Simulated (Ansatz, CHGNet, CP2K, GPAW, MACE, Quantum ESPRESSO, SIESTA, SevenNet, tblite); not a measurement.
# SIESTA on random rutile alloy of IrO2 and SiO2 (96 atoms): settings against a plane-wave reference, part 2 of 2

How do the settings of SIESTA change the result for random rutile alloy of IrO2 and SiO2 (96 atoms)? A plane-wave run serves as the yardstick.

Program: SIESTA 5.4.2; the method stands at each step. Banners, paths, timers and routine set-up lines are dropped from the logs unmarked, and long logs keep their key lines alone; longer cuts are marked. The potentials were converted by us to PSML.

So far. Step 2 (PBE, DZP, shift 0.01 Ry, mesh 500 Ry): Forces lie 6.5 % from the reference's, at 8.3 times its CPU time (on 4 against 8 cores). Step 3 (PBE, SZ, shift 0.01 Ry, mesh 500 Ry): Against the first run (6.5 %), the force difference from the reference is 39 %, at 0.26 times the CPU time (on 1 against 4 cores), with 480 basis functions against 1344: the smaller basis costs accuracy.

## Step 4: PBE, DZ, shift 0.01 Ry, mesh 500 Ry

Method: Kohn-Sham DFT, PBE, PseudoDojo 0.4.1 norm-conserving pseudopotentials (converted to PSML), numerical atomic orbitals (DZ), diagonalisation.

input.fdf reads:

```
SystemLabel cell
NumberOfAtoms 96
NumberOfSpecies 3
%block ChemicalSpeciesLabel
  1 14 Si
  2 8 O
  3 77 Ir
%endblock ChemicalSpeciesLabel
LatticeConstant 1.0 Ang
%block LatticeVectors
  8.67700 0.00000 0.00000
  0.00000 8.67700 0.00000
  0.00000 0.00000 11.63800
%endblock LatticeVectors
PAO.BasisSize DZ
PAO.EnergyShift 0.01 Ry
XC.Functional GGA
XC.Authors PBE
MeshCutoff 500 Ry
%block kgrid_Monkhorst_Pack
  1 0 0 0.0
  0 1 0 0.0
  0 0 1 0.0
%endblock kgrid_Monkhorst_Pack
SolutionMethod diagon
OccupationFunction FD
ElectronicTemperature 580 K
SCF.Mixer.Method Pulay
SCF.Mixer.Weight 0.05
SCF.Mixer.History 8
SCF.Mix Hamiltonian
MaxSCFIterations 300
SCF.DM.Tolerance 1e-04
SCF.H.Tolerance 1.0e-3 eV
WriteForces T
Write.HirshfeldPop T
Write.VoronoiPop T
Write.DM F
Write.H F
XML.Write F
AtomicCoordinatesFormat Fractional
%block AtomicCoordinatesAndAtomicSpecies
[... 96 atom lines left out: the same atoms as in the first run ...]
%endblock AtomicCoordinatesAndAtomicSpecies
```

Started as:

```
$ OMP_NUM_THREADS=1 mpirun -np 2 siesta < input.fdf > output.txt
```

Log:

```text
Version         : 5.4.2
reinit: System Name:
reinit: System Label: cell
initatom: Reading input for the pseudopotentials and atomic orbitals ----------
Species number:   1 Atomic number:   14 Label: Si
Species number:   2 Atomic number:    8 Label: O
Species number:   3 Atomic number:   77 Label: Ir
Ground state valence configuration (from tables):   3s02  3p02  3d00  4f00
Ground state valence configuration (from tables):   2s02  2p04  3d00  4f00
Ground state valence configuration (from tables):   6s02  6p00  5d07  5f00
---- Processing specs for species: Si
[... lines left out ...]
        iscf     Eharris(eV)        E_KS(eV)     FreeEng(eV)     dDmax    Ef(eV) dHmax(eV)
[... lines left out ...]
SCF Convergence by DM+H criterion
[... lines left out ...]
SCF cycle converged after 28 iterations
[... lines left out ...]
   Max   19.854081
[... lines left out ...]
   Max   19.854081    constrained
Stress tensor Voigt[x,y,z,yz,xz,xy] (kbar):     -386.82     -385.25     -648.24       24.16      -12.70      -31.73
[... lines left out ...]
siesta: FreeEng =    -80640.324651
[... lines left out ...]
siesta:         Fermi =      -3.064372
[... lines left out ...]
siesta:    -0.007925    0.015077   -0.404597
siesta: Cell volume =        876.228849 Ang**3
siesta: Pressure (static):
siesta:                Solid            Molecule  Units
siesta:           0.00321833          0.00143445  Ry/Bohr**3
siesta:           0.29549389          0.13170532  eV/Ang**3
siesta:         473.43340290        211.01518037  kBar
    Orbital volume contribution        =          21.930989 eV
    (Free)E + p_basis*V_orbitals       =      -80618.393662 eV
    (Free)Eharris+ p_basis*V_orbitals  =      -80618.393672 eV
Hirshfeld Atomic Populations:
Atom #   charge [q] valence [e]  Species
     1     0.374203    3.625797  Si
     2     0.364536    3.635464  Si
     3    -0.205266    6.205266  O
     4    -0.269300    6.269300  O
     5    -0.200655    6.200655  O
[...]
7     0.573729   16.426271  Ir
     8     0.570735   16.429265  Ir
[...]
13     0.634832   16.365168  Ir
[...]
19     0.336572    3.663428  Si
[...]
--------------------
 Total    -0.000040
Voronoi Atomic Populations:
Atom #   charge [q] valence [e]  Species
[...]
85     0.655154   16.344846  Ir
    86     0.483246    3.516754  Si
[...]
91     0.457168    3.542832  Si
    92     0.672206   16.327794  Ir
[...]
95    -0.228071    6.228071  O
    96    -0.271242    6.271242  O
--------------------
 Total    -0.000040
```

The job ended after 1.9 min (2 MPI ranks of Arm Neoverse V2, shared host; peak memory 1.3 GiB; 3.7 min of CPU time).

Numbers from this run, and their distance from the reference:

| Item | Value |
| --- | --- |
| r.m.s. force component | 4.53 eV/Å |
| r.m.s. difference of force components | 844.2 meV/Å |
| longest difference of force vectors | 3181 meV/Å |
| force difference over r.m.s. force | 21.44 % |
| slope of forces against the reference's | 1.139 |
| correlation of force components | 0.9899 |
| pressure | 47.34 GPa |
| pressure difference | 12.31 GPa |

This is a coarse setting, run to see what it loses.

Against the first run (6.5 %), the force difference from the reference is 21 %, at 0.41 times the CPU time (on 2 against 4 cores), with 896 basis functions against 1344: the smaller basis costs accuracy.

## Step 5: All runs compared

Differences are against the plane-wave reference, forces as r.m.s. over components; share is that over the reference's r.m.s. force, slope the least-squares factor from reference forces to these. Total energies of different programs have different zeros and aren't compared.

| run | Δ force, r.m.s. (meV/Å) | share (%) | slope | Δ pressure (GPa) | cores | CPU time | memory (GiB) |
| --- | --- | --- | --- | --- | --- | --- | --- |
| reference | - | - | - | - | 8 | 65 s | 1.5 |
| SIESTA PBE, DZP, shift 0.01 Ry, mesh 500 Ry | 257 | 6.53 | 1.052 | 5.61 | 4 | 9.1 min | 2.4 |
| SIESTA PBE, SZ, shift 0.01 Ry, mesh 500 Ry (coarse) | 1528 | 38.8 | 1.197 | 16.1 | 1 | 2.4 min | 0.84 |
| SIESTA PBE, DZ, shift 0.01 Ry, mesh 500 Ry (coarse) | 844 | 21.4 | 1.139 | 12.3 | 2 | 3.7 min | 1.3 |

Rows marked coarse were listed beforehand as settings not expected to be converged; some can still land near the reference.

CPU time is summed over cores on a shared host, where runs went side by side, so it is rough. Symmetry, cutoffs, thresholds, outputs and thread counts weren't matched or tuned between programs; memory under MPI is the largest rank's times the ranks.

## Step 6: Outcome

| Item | Value |
| --- | --- |
| nearest in forces | SIESTA PBE, DZP, shift 0.01 Ry, mesh 500 Ry, 6.5 % |
| its CPU time | 9.1 min |

What this shows: The PBE run in local orbitals, coarse settings apart, differs by 6.5 % (SIESTA PBE, DZP, shift 0.01 Ry, mesh 500 Ry); basis, grid and potentials can all enter. Runs with settings chosen to be coarse differ by 21 % (SIESTA PBE, DZ, shift 0.01 Ry, mesh 500 Ry) to 39 % (SIESTA PBE, SZ, shift 0.01 Ry, mesh 500 Ry), their programs' other errors included. None of the electronic-structure runs in the table takes under half the reference's CPU time of 65 s; they take 2.2 to 8.3 times as much. SIESTA PBE, SZ, shift 0.01 Ry, mesh 500 Ry stiffens the forces by a factor of 1.20 while following their directions (correlation 0.963); the slopes of the 3 SIESTA runs lie between 1.05 and 1.20. In pressure, SIESTA PBE, SZ, shift 0.01 Ry, mesh 500 Ry misses by +16.1 GPa, at the same functional. The reference's stress is far from hydrostatic: its diagonal is 30.5, 30.8, 43.7 GPa, compression counted positive. The host structure and its lattice constant were typed by rule, without a check against the phase diagram. The reference's pressure of 35 GPa belongs to a cell and atoms that aren't relaxed at this level. The runs have no spin polarisation, so moments on Ir can't form, and no Hubbard term. The electronic-structure runs sample only Γ, in a cell whose shortest periodic width is 9 Å, which is coarse for a cell with partly filled levels. Spin–orbit coupling is left out, which matters for the levels of the heavy elements.

[Also dropped from logs without a mark: logging warnings of Python, and SIESTA's first energy breakdown and zero terms.]

[Logs are printed without paths, hosts, clocks, repeated set-up lines and the standing remarks that a program may print on its own settings, such as how far it seeks lower states.]

[Hosts, paths, dates, database ids (printed as entryN), source tags and the programs' standing remarks are cut or masked in the printed files.]
